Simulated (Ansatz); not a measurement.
# Phonons of SiMoPt in the AlB2 type, part 2 of 3

The plan: relax SiMoPt in the AlB2 type, check its phonons, and, if the lattice is stable, compute its Eliashberg function and ρ(T).

Ansatz 0.2.0; DFT PBEsol, scalar-relativistic, plane waves, PAW.

So far. Step 3 (Relaxing cell and atoms): The largest force is now zero by symmetry and the largest stress component 2.1e-4 GPa. The relaxed cell has a = 4.202, c = 2.816 Å (conventional setting).

The structure was built from a prototype and need not be the compound's stable phase.

## (4) Relaxing tightly for phonons

No force is left; the cell is relaxed once more with another smearing and tight thresholds.

Contents of input.yaml:

```yaml
crystal:
  lattice:
    - [4.2020617375, 0.0, 0.0]
    - [-2.1010308688, 3.6390922129, 0.0]
    - [0.0, 0.0, 2.815816328]
  atoms:
    - { symbol: Mo, position: [0.0, 0.0, 0.0] }
    - { symbol: Si, position: [0.3333333333, 0.6666666667, 0.5] }
    - { symbol: Pt, position: [0.6666666667, 0.3333333333, 0.5] }
kpoints:
  mp_grid: { grid: [9, 9, 10] }
hamiltonian:
  xc: pbesol
scf:
  occupations: { method: methfessel_paxton, width: 0.2 }
output:
  forces: true
  stress: true
  eigenvalues: true
relax:
  adjacent_minimum: "off"
  f_tol: 0.001
  max_steps: 60
  cell: { stress_tol: 0.01 }
```

Launch:

```bash
ansatz run input.yaml --threads 4 --pin off --max-ram 10240MiB --backend cpu --events-out ev --progress --plain --runs-dir out
```

Numbers of over 12 decimals in the logs are rounded to 6 here.

The log of the run:

```text
[the first part of the log is left out]
  E_paw        = -12959.062901  (= ΣΔE_a)
  E_vpaw       = -438.880177  (= ΣTr[D̂ρ^β])
  E_aug_tail   = 0.000226  (compensation charges beyond the density's cutoff)
  E_ewald      = -4139.533008
  E_core_change = 0.527841  (= ΣΔE_core)
  E_smearing   = -0.006446  (= −TS)
  E_closure    = -0.000000  (closes the sum)
  Σ components = -17903.778828   (vs F -17903.778828, Δ=0.00e0)
[...]
--- Stress (GPa, compression-positive) ---
        0.001123      -0.000000       0.000000
       -0.000000       0.001123      -0.000000
        0.000000      -0.000000      -0.002193
  P = ⅓ Tr σ = 0.0000 GPa (0.000 kbar)
--- Band table (eV; the first three rows and the last of 72) ---
[...]
--- Relaxed structure (4 steps of the walk, 4 accepted, 1 SCFs on fresh bases) ---
[...]
cell:  # Å, volume = 43.0407 Å³
    - [4.202723, 2.887217553402364e-11, 0]
    - [-2.101362, 3.639665, 0]
    - [0, 0, 2.813760]
  atoms:
    - { symbol: Mo, position: [0, 0, 0.0] }
    - { symbol: Si, position: [0.333333, 0.666667, 0.5] }
    - { symbol: Pt, position: [0.666667, 0.333333, 0.5] }
```

It took 7.2 s on 4 threads of Arm Neoverse V2, shared host; peak memory 0.43 GiB; 26 s of CPU time.

Little changed from the start: no atom moved by 0.005 Å and no cell edge by 0.1 %.

Numbers from this step:

- pressure: 1.76e-5 GPa

The largest force is now zero by symmetry and the largest stress component 0.0022 GPa, small enough for phonons.

## (5) Phonons: q 2×2×2, k 4×4×6

Before any scattering is computed, the phonons show whether the structure is a minimum.

Contents of input.yaml:

```yaml
crystal:
  lattice:
    - [4.2027234065, 0.0, 0.0]
    - [-2.1013617033, 3.6396652351, 0.0]
    - [0.0, 0.0, 2.8137598324]
  atoms:
    - { symbol: Mo, position: [0.0, 0.0, 0.0] }
    - { symbol: Si, position: [0.3333333333, 0.6666666667, 0.5] }
    - { symbol: Pt, position: [0.6666666667, 0.3333333333, 0.5] }
kpoints:
  mp_grid: { grid: [4, 4, 6] }
hamiltonian:
  xc: pbesol
scf:
  occupations: { method: methfessel_paxton, width: 0.2 }
output:
  eigenvalues: true
phonons:
  method: dfpt
  qmesh: [2, 2, 2]
  temperatures: { t_max: 1000, t_step: 50 }
  qpath:
    path:
      - [[0.0, 0.0, 0.0], [0.5, 0.0, 0.0], [0.33333333, 0.33333333, 0.0], [0.0, 0.0, 0.0], [0.0, 0.0, 0.5], [0.5, 0.0, 0.5], [0.33333333, 0.33333333, 0.5], [0.0, 0.0, 0.5]]
      - [[0.5, 0.0, 0.5], [0.5, 0.0, 0.0]]
      - [[0.33333333, 0.33333333, 0.5], [0.33333333, 0.33333333, 0.0]]
    npoints: 10
```

The log of the run:

```text
Warning: phonons: the dynamical matrix that this run interpolates holds no multipole term above the dipole-dipole one, and a site of this crystal is no centre of inversion, so its interpolated transverse optical and acoustic branches and sound speeds can stay off near Gamma, and the density of states and the thermodynamics with them. What a run solves at a wave vector of phonons.qpoints, Gamma apart, where the deck admits one, is free of this, and under fd what a larger phonons.supercell samples
[...]
Crystal: 3 atoms, lattice volume = 43.041 Å³
Basis set: ecut = 420 eV, 831 PW (Γ), exchange–correlation on 60×60×40 points (8 copies of the dense FFT grid, shifted against one another)
Bands: 22, of which v1, the nominal top of the filled ones, is band 18 counted from 1 (17 counted from 0)
Symmetry: 12 space group operations
k-points: 16 of 96 (time reversal used)
[...]
SCF iter   1: F=—  HF=-17903.837480 eV  |F-HF|=—  |Δ(HF+E_count)|=         —  Δρ=1.73e-2  dr2=1.03e-1  ethr=1.77e-3  ⟨swp⟩=5.0  Hψ=1430  notcnv=0
[...]
SCF iter   9: F=-17903.813708 eV  HF=-17903.813708 eV  |F-HF|=0.00e0  |Δ(HF+E_count)|=    0.00e0  S|Δr|=    0.00e0  Δρ=7.57e-8  dr2=2.64e-12  ethr=1.00e-12  ⟨swp⟩=5.4  Hψ=1492  notcnv=0
SCF 1 converged in 9 iterations: F = -17903.813708 eV  dr2 = 2.64e-12
[...]
SCF iter   4: F=-17903.813708 eV  HF=-17903.813708 eV  |F-HF|=3.64e-12  |Δ(HF+E_count)|=  7.28e-12  S|Δr|=    0.00e0  Δρ=1.12e-7  dr2=3.78e-12  ethr=1.00e-12  ⟨swp⟩=2.3  Hψ=755  notcnv=0
SCF 2 converged in 4 iterations: F = -17903.813708 eV  dr2 = 3.78e-12
phonons: the bands overlap, so this run is a metal and interpolates without the dipole-dipole term. If the crystal is really an insulator or semiconductor, its LO-TO splitting is missing
NSCF: frozen V_eff on 16 k-points
[...]
DFPT response loops at q = (0, 0, 0) (fractional): preconditioner auto → Kerker (q_TF=auto, 2.648 Å⁻¹) (partly filled bands, converged f_vac=0.000); β = 1.00, the filter's whole step (`scf.mixing.beta` (0.50) is not read by the response loops under this deck's `scf.mixing.preconditioner`; to damp them name `kerker` or `kerker_dos`, under which they read `scf.mixing.beta`, and type it under 1.00, their step now; both keys bind the ground state too); Broyden in place of MSR1
[...]
SCF converged after 9 iterations
Stability not checked: this state was not tested for a lower state beside it, because cold or Methfessel-Paxton smearing, or corrected tetrahedra, fill the levels in a way that the test cannot read (fill_not_monotonic; see scf.lower_state_search)
Free energy (F): -17903.813708 eV
[...]
Internal energy: -17903.811123 eV  (E = F + TS)
E sigma→0 (E₀):  -17903.813062 eV
Entropy (-TS):   -0.002585 eV (-0.862 meV/atom)
Fermi energy:    19.880904 eV
Step filling:    the computed levels leave a gap of 0.0311 eV = 0.2 smearing widths at the electron count; against every level under it full and every level over it empty, smearing changes F+E_penalty+E_count by -1.330 meV and its σ→0 estimate by -0.683 meV
[...]
--- Band table (eV; the first three rows and the last of 16) ---
  k-point 0: bands = [... 14 lower, 16.7322, 17.0264, 17.0264, 20.9663, 20.9663, 20.9970, 23.9330, 23.9330]
  k-point 1: bands = [... 14 lower, 17.5193, 17.8585, 17.8585, 20.4262, 20.4262, 21.1543, 22.5573, 25.0218]
  k-point 2: bands = [... 14 lower, 18.6037, 18.6037, 18.9604, 20.2265, 20.2265, 21.6138, 22.1383, 24.0243]
  k-point 15: bands = [... 14 lower, 16.7684, 17.3937, 17.8451, 19.5551, 20.1699, 22.3088, 22.4606, 23.1990]
--- Phonons (Γ-DFPT): 6 representative perturbations + reference (Σ response iterations 18) ---
  ASR residual: 9.280e-5 → 0.000e0 eV/Å²; symmetrization residual: 4.725e-6 eV/Å²
  ASR residual per site (eV/Å²): 9.28e-5 4.57e-6 6.98e-5
  Γ frequencies (cm⁻¹): 0.00 0.00 0.00 109.16 156.62 188.54 188.54 359.12 359.12
--- Phonons (arbitrary-q DFPT): 4 irreducible q on the 2×2×2 mesh ---
  q = [0.0000, 0.0000, 0.0000] (star 1, of the zone-centre solve; hermiticity 6.31e-7, symmetrization 1.38e-10): -0.00 -0.00 0.00 109.16 156.62 188.54 188.54 359.12 359.12
  q = [0.0000, 0.0000, -0.5000] (star 1, 6 solved perturbations in 132 linear systems a pass and spin channel, the states on 28 of 96 k-point pairs; hermiticity 3.13e-7, symmetrization 5.05e-8): 25.69 130.30 130.30 150.93 150.93 178.88 186.67 348.12 348.12
  q = [0.0000, -0.5000, 0.0000] (star 3, 9 solved perturbations on 28 of 96 k-point pairs; hermiticity 7.12e-7, symmetrization 3.76e-10): 3.37 73.56 102.96 116.61 130.48 157.43 168.75 345.72 353.72
[...]
sum rule: each row above includes the acoustic sum rule's correction from the zone centre's row sums; it moved no ω² by more than (0.51 cm⁻¹)²
  mesh force constants: q→R imaginary residual 2.62e-17; ASR residual 9.280e-5 → 0.000e0 eV/Å²; symmetrization residual 1.066e-14 eV/Å²
  interpolated dispersion: 93 rows × 9 modes
  density of states and harmonic sums: on the 18×18×22 q-mesh, interpolated from the force constants of a 2×2×2 supercell (no non-analytic term)
  largest difference from the sums on the solved wave vectors: F 2.64e-2 eV, S 6.93e-5 and C_V 2.35e-5 eV/K
  zero-point energy: 0.094827 eV/cell   skipped modes (ω ≤ 0): 48, of them read as no rigid motion or as one in doubt: 45 (1.016e-1 modes/cell left out, lowest -52.44 cm⁻¹)   left out of the sums: 1.13e-2 of the cell's modes: C_V's classical limit lies that fraction below 3 k_B per atom; for a crystal, a wire or a layer, F and S can be off by more, and a phonons.interpolated_qmesh denser along its periods is the remedy for the sampling
```

Run time: 20 s. Hardware: 4 threads; peak memory 0.5 GiB.

Numbers from this step:

```
share of imaginary modes in the plain interpolation between solved wavevectors : 0.0102
highest frequency, solved or plainly interpolated                              : 359.9 cm⁻¹
```

Solved on the 2×2×2 mesh alone; all other wavevectors are interpolated. Phonon branches along the path, in cm⁻¹:

| point | branch 1 | branch 2 | branch 3 | branch 4 | branch 5 | branch 6 | branch 7 | branch 8 | branch 9 |
| --- | --- | --- | --- | --- | --- | --- | --- | --- | --- |
| Γ | 0 | 0 | 0 | 109 | 157 | 188 | 188 | 359 | 359 |
| halfway | 30 | 53 | 100 | 107 | 148 | 168 | 170 | 352 | 357 |
| M | 3 | 74 | 103 | 117 | 130 | 157 | 169 | 346 | 354 |
| halfway | 38 | 85 | 92 | 115 | 125 | 141 | 183 | 344 | 354 |
| K | 67 | 68 | 104 | 111 | 114 | 132 | 191 | 343 | 354 |
| halfway | 38 | 61 | 103 | 106 | 146 | 161 | 171 | 349 | 357 |
| Γ | 0 | 0 | 0 | 109 | 157 | 188 | 188 | 359 | 359 |
| halfway | 56 | 80 | 80 | 134 | 176 | 177 | 177 | 354 | 354 |
| A | 26 | 130 | 130 | 151 | 151 | 179 | 187 | 348 | 348 |
| halfway | 50 | 88 | 115 | 139 | 149 | 181 | 192 | 347 | 354 |
| L | 38 | 69 | 98 | 100 | 146 | 191 | 197 | 345 | 359 |
| halfway | -33 | 67 | 93 | 119 | 158 | 183 | 191 | 345 | 359 |
| H | -52 | 66 | 86 | 136 | 172 | 175 | 179 | 344 | 360 |
| halfway | 54 | 71 | 118 | 130 | 152 | 182 | 190 | 347 | 355 |
| A | 26 | 130 | 130 | 151 | 151 | 179 | 187 | 348 | 348 |
| jump to L | 38 | 69 | 98 | 100 | 146 | 191 | 197 | 345 | 359 |
| halfway | 49 | 65 | 96 | 104 | 154 | 161 | 188 | 345 | 356 |
| M | 3 | 74 | 103 | 117 | 130 | 157 | 169 | 346 | 354 |
| jump to H | -52 | 66 | 86 | 136 | 172 | 175 | 179 | 344 | 360 |
| halfway | -20 | 82 | 89 | 113 | 151 | 159 | 185 | 344 | 357 |
| K | 67 | 68 | 104 | 111 | 114 | 132 | 191 | 343 | 354 |

The phonon branches as a text plot (rows in cm⁻¹):

```
    351 |********************************************************
    334 |         *
    317 |
    300 |
    283 |
    265 |
    248 |
    231 |
    214 |
    197 |         *      *        *******     **  ***         ***
    180 |***    ** ****** ***********   ********** * ***  ****
    162 |*  ****      * ***** ***       ** ***      **********
    145 | ***   *  *****         *******      ******* *      ***
    128 |    ********       **  *****    **** ****     *****  ***
    111 |*******************  **    *** *   ** *     *****  *****
     94 |  *    ** ** *            *  ******  *   *****   *******
     76 |    ****** ** *     *      * ***         ***   *********
     59 | * *    ***        **      **   *****       ***       **
     42 |  *        ****   *  **   *  **     ***  ****        *
     25 |*****  *     *** *     ***             **     *
      8 |*    **        **                  *           **
     -9 |
    -27 |                               *                    *
    -44 |                                ***              ***
         Γ    M   K      Γ       A     L  H     A|L     M|H     K
```

Lowest modes at the softest wavevector of the mesh. The modes at q = (0.500, 0.500, 0.000) (shares of kinetic energy by element, %):

| mode | frequency (cm⁻¹) | Mo % | Si % | Pt % |
| --- | --- | --- | --- | --- |
| 1 | 3.4 | 32 | 3 | 65 |
| 2 | 73.6 | 31 | 15 | 54 |
| 3 | 103.0 | 24 | 5 | 70 |
| 4 | 116.6 | 2 | 84 | 13 |
| 5 | 130.5 | 67 | 1 | 33 |
| 6 | 157.4 | 66 | 9 | 25 |

Displacements in mode 1 (3.4 cm⁻¹), the largest set to 1, in the home cell:
```
Mo1 -0.57 -0.99  0.00
Si2  0.33  0.57  0.00
Pt3 -0.58 -1.00  0.00
```

Displacements in mode 5 (130.5 cm⁻¹), the largest set to 1, in the home cell:
```
Mo1  0.00  0.00  1.00
Si2  0.00  0.00 -0.20
Pt3  0.00  0.00 -0.49
```

The modes has structure finer than the step of the table below, so its rows give means over 10 cm⁻¹, whole bins alone (the curve runs from -62.2 to 381 cm⁻¹). Peaks (cm⁻¹: height): Mo 49.2: 0.0112, 155.0: 0.0566, 185.7: 0.0485; Pt 49.2: 0.0325, 74.2: 0.0289, 96.5: 0.0349, 182.9: 0.0178, 355.6: 0.0105; Si 107.7: 0.0361, 355.6: 0.111.

Phonopy on the run's constants, 15x15x21 mesh, Gaussian sigma 3.2 cm⁻¹. Table of modes by wavenumber; means over each step; values in 1/cm⁻¹/cell:

| wavenumber (cm⁻¹) | Mo | Pt | Si |
| --- | --- | --- | --- |
| -50 | 4.3e-4 | 6.9e-4 | 2.7e-5 |
| -40 | 9.1e-4 | 0.00147 | 5.9e-5 |
| -30 | 9.7e-4 | 0.00161 | 6.7e-5 |
| -20 | 6.5e-4 | 0.00105 | 4.2e-5 |
| -10 | 3.8e-4 | 6.0e-4 | 2.3e-5 |
| 0 | 2.9e-4 | 5.4e-4 | 3.1e-5 |
| 10 | 6.6e-4 | 0.00119 | 7.1e-5 |
| 20 | 0.00214 | 0.00407 | 2.7e-4 |
| 30 | 0.00476 | 0.0101 | 7.7e-4 |
| 40 | 0.00842 | 0.0203 | 0.00151 |
| 50 | 0.00971 | 0.0284 | 0.00186 |
| 60 | 0.00526 | 0.0158 | 0.00113 |
| 70 | 0.00799 | 0.0257 | 0.00194 |
| 80 | 0.00693 | 0.0220 | 0.00258 |
| 90 | 0.00636 | 0.0224 | 0.00851 |
| 100 | 0.00714 | 0.0310 | 0.0190 |
| 110 | 0.00549 | 0.0221 | 0.0325 |
| 120 | 0.00377 | 0.0132 | 0.0141 |
| 130 | 0.00726 | 0.00551 | 0.00703 |
| 140 | 0.0150 | 0.00382 | 0.00549 |
| 150 | 0.0412 | 0.00699 | 0.00505 |
| 160 | 0.0447 | 0.00961 | 0.00367 |
| 170 | 0.0363 | 0.0115 | 0.00357 |
| 180 | 0.0437 | 0.0161 | 0.00355 |
| 190 | 0.0330 | 0.0114 | 0.00193 |
| 200 | 0.00344 | 8.9e-4 | 1.5e-4 |
| 210 | 7.4e-6 | 5.0e-7 | 0 |
| 220 | 0 | 0 | 0 |
| 230 | 0 | 0 | 0 |
| 240 | 0 | 0 | 0 |
| 250 | 0 | 0 | 0 |
| 260 | 0 | 0 | 0 |
| 270 | 0 | 0 | 0 |
| 280 | 0 | 0 | 0 |
| 290 | 0 | 0 | 0 |
| 300 | 0 | 0 | 0 |
| 310 | 0 | 0 | 0 |
| 320 | 0 | 0 | 0 |
| 330 | 4.3e-6 | 1.7e-6 | 1.6e-4 |
| 340 | 7.5e-4 | 7.3e-4 | 0.0328 |
| 350 | 0.00153 | 0.00562 | 0.0935 |
| 360 | 8.1e-4 | 0.00550 | 0.0575 |
| 370 | 1.5e-5 | 1.0e-4 | 0.00103 |

No LO-TO term; unit eigenvectors of the mass-weighted matrix. The modes at Γ (shares of kinetic energy by element, %):

| mode | frequency (cm⁻¹) | symmetry | Mo % | Si % | Pt % |
| --- | --- | --- | --- | --- | --- |
| 1 | 0.0 | unnamed | 30 | 9 | 61 |
| 2 | 0.0 | unnamed | 30 | 9 | 61 |
| 3 | 0.0 | unnamed | 30 | 9 | 61 |
| 4 | 109.2 | A2'' | 3 | 76 | 21 |
| 5 | 156.6 | A2'' | 67 | 16 | 18 |
| 6 | 188.5 | E' | 68 | 0 | 31 |
| 7 | 188.5 | E' | 68 | 0 | 31 |
| 8 | 359.1 | E' | 2 | 91 | 8 |
| 9 | 359.1 | E' | 2 | 91 | 8 |

Displacements in mode 4 (109.2 cm⁻¹), the largest set to 1:
```
Mo1  0.00  0.00  0.11
Si2  0.00  0.00  1.00
Pt3  0.00  0.00 -0.20
```

Displacements in mode 9 (359.1 cm⁻¹), the largest set to 1:
```
Mo1  0.00 -0.07  0.00
Si2  0.00  1.00  0.00
Pt3  0.00 -0.11  0.00
```

Among the solved wavevectors the lowest mode, translations apart, is 3.4 cm⁻¹, so these are real on this k mesh.

## (6) Electron–phonon run: q 2×2×2, k 4×4×6, scattering 8×8×8

The cheapest meshes give a first estimate and the cost of a run.

Edit input.yaml of step 5 so:

```diff
@@ -27 +27,6 @@
     npoints: 10
+  electrical_resistivity:
+    mesh: [8, 8, 8]
+    temperatures: [20.0, 50.0, 77.0, 100.0, 150.0, 200.0, 300.0, 400.0, 600.0, 800.0]
+  superconductivity: { mesh: [8, 8, 8], eliashberg_equations: false }
+  electron_occupations: "off"
```

The log of the run:

```text
[the first part of the log is left out]
  E_hartree    = 1093.456296
  E_xc         = -500.607120
  E_vxc        = -581.953127  (∫ρ·V_xc dr)
  E_paw        = -12959.023666  (= ΣΔE_a)
  E_vpaw       = -438.819208  (= ΣTr[D̂ρ^β])
  E_aug_tail   = 0.000226  (compensation charges beyond the density's cutoff)
  E_ewald      = -4139.533009
  E_core_change = 0.527841  (= ΣΔE_core)
  E_smearing   = -0.002585  (= −TS)
  E_closure    = 0.000000  (closes the sum)
  Σ components = -17903.813708   (vs F -17903.813708, Δ=0.00e0)
--- Band table (eV; the first three rows and the last of 16) ---
  k-point 0: bands = ["-79.5682", "-41.4213", "-33.8845", "-33.8845", "-33.4662", "-15.5210", "-15.5210", "-15.2275", "7.5895", "13.3011", "13.3011", "13.3944", "16.6127", "16.7322", "16.7322", "17.0264", "17.0264", "20.9663", "20.9663", "20.9970", "23.9330", "23.9330"]
  k-point 1: bands = ["-79.5660", "-41.4012", "-33.8794", "-33.8794", "-33.5187", "-15.4995", "-15.4995", "-15.4213", "8.1409", "13.2509", "13.2509", "14.0272", "15.6131", "15.6131", "17.5193", "17.8585", "17.8585", "20.4262", "20.4262", "21.1543", "22.5573", "25.0218"]
  k-point 2: bands = ["-79.5616", "-41.3608", "-33.8692", "-33.8692", "-33.6225", "-15.7952", "-15.4562", "-15.4562", "9.6046", "13.1458", "13.1458", "14.4206", "14.4206", "14.5452", "18.6037", "18.6037", "18.9604", "20.2265", "20.2265", "21.6138", "22.1383", "24.0243"]
  k-point 15: bands = ["-79.5594", "-41.3391", "-33.8664", "-33.8652", "-33.6763", "-15.9664", "-15.4464", "-15.4381", "11.4216", "13.0196", "13.4932", "14.0927", "14.9866", "15.5958", "16.7684", "17.3937", "17.8451", "19.5551", "20.1699", "22.3088", "22.4606", "23.1990"]
--- Phonons (Γ-DFPT): 6 representative perturbations + reference (Σ response iterations 23) ---
  ASR residual: 9.682e-5 → 0.000e0 eV/Å²; symmetrization residual: 3.196e-7 eV/Å²
  ASR residual per site (eV/Å²): 8.53e-5 2.10e-6 9.68e-5
  Γ frequencies (cm⁻¹): 0.00 0.00 0.00 109.16 156.62 188.54 188.54 359.12 359.12
--- Phonons (arbitrary-q DFPT): 4 irreducible q on the 2×2×2 mesh ---
  q = [0.0000, 0.0000, 0.0000] (star 1, of the zone-centre solve; hermiticity 4.27e-8, symmetrization 1.38e-10): -0.00 0.00 0.00 109.16 156.62 188.54 188.54 359.12 359.12
  q = [0.0000, 0.0000, -0.5000] (star 1, 6 solved perturbations in 132 linear systems a pass and spin channel, the states on 28 of 96 k-point pairs; hermiticity 4.24e-8, symmetrization 5.80e-9): 25.69 130.30 130.30 150.93 150.93 178.88 186.67 348.12 348.12
  q = [0.0000, -0.5000, 0.0000] (star 3, 9 solved perturbations on 28 of 96 k-point pairs; hermiticity 4.63e-8, symmetrization 3.76e-10): 3.37 73.56 102.96 116.61 130.48 157.43 168.75 345.72 353.72
  q = [0.0000, -0.5000, -0.5000] (star 3, 9 solved perturbations on 28 of 96 k-point pairs; hermiticity 5.52e-8, symmetrization 1.94e-9): 37.58 69.21 97.99 100.05 146.20 190.96 196.65 345.25 358.91
  sum rule: each row above includes the acoustic sum rule's correction from the zone centre's row sums; it moved no ω² by more than (0.49 cm⁻¹)²
  mesh force constants: q→R imaginary residual 2.62e-17; ASR residual 9.682e-5 → 0.000e0 eV/Å²; symmetrization residual 8.882e-15 eV/Å²
  interpolated dispersion: 93 rows × 9 modes
  density of states and harmonic sums: on the 18×18×22 q-mesh, interpolated from the force constants of a 2×2×2 supercell (no non-analytic term)
  largest difference from the sums on the solved wave vectors: F 2.65e-2 eV, S 6.93e-5 and C_V 2.35e-5 eV/K
  zero-point energy: 0.094827 eV/cell   skipped modes (ω ≤ 0): 48, of them read as no rigid motion or as one in doubt: 45 (1.016e-1 modes/cell left out, lowest -52.44 cm⁻¹)   left out of the sums: 1.13e-2 of the cell's modes: C_V's classical limit lies that fraction below 3 k_B per atom; for a crystal, a wire or a layer, F and S can be off by more, and a phonons.interpolated_qmesh denser along its periods is the remedy for the sampling
Error: electrical resistivity: the mode of lowest frequency at the wavevector [0.2500, 0.3750, -0.5000] is imaginary, -47.97 cm⁻¹ (written negative): every mode at the wavevectors of the force constants' own supercell is real, and this one is interpolated between them; take force constants of more repeats (phonons.supercell, under dfpt phonons.qmesh), or, with a block electrical_resistivity or superconductivity, name a file of force constants under which the crystal is stable (phonons.electron_phonon_force_constants)
The harmonic force constants that this run solved are whole in <dir>
```

Run time: 25 s. Hardware: 4 threads; peak memory 0.49 GiB.

The run ended with an error.

The program's message: “electrical resistivity: the mode of lowest frequency at the wavevector [0.2500, 0.3750, -0.5000] is imaginary, -47.97 cm⁻¹ (written negative): every mode at the wavevectors of the force constants' own …”

The run stops because a mode is imaginary on the scattering mesh, where no scattering rate is defined; denser k meshes, other smearings and, between solved wavevectors, finer q meshes show whether the instability is real.

[end of part 2 of 3]

[Logs are printed without paths, hosts, clocks, repeated set-up lines and the standing remarks that a program may print on its own settings, such as how far it seeks lower states.]

[Hosts, paths, dates, database ids (printed as entryN), source tags and the programs' standing remarks are cut or masked in the printed files.]
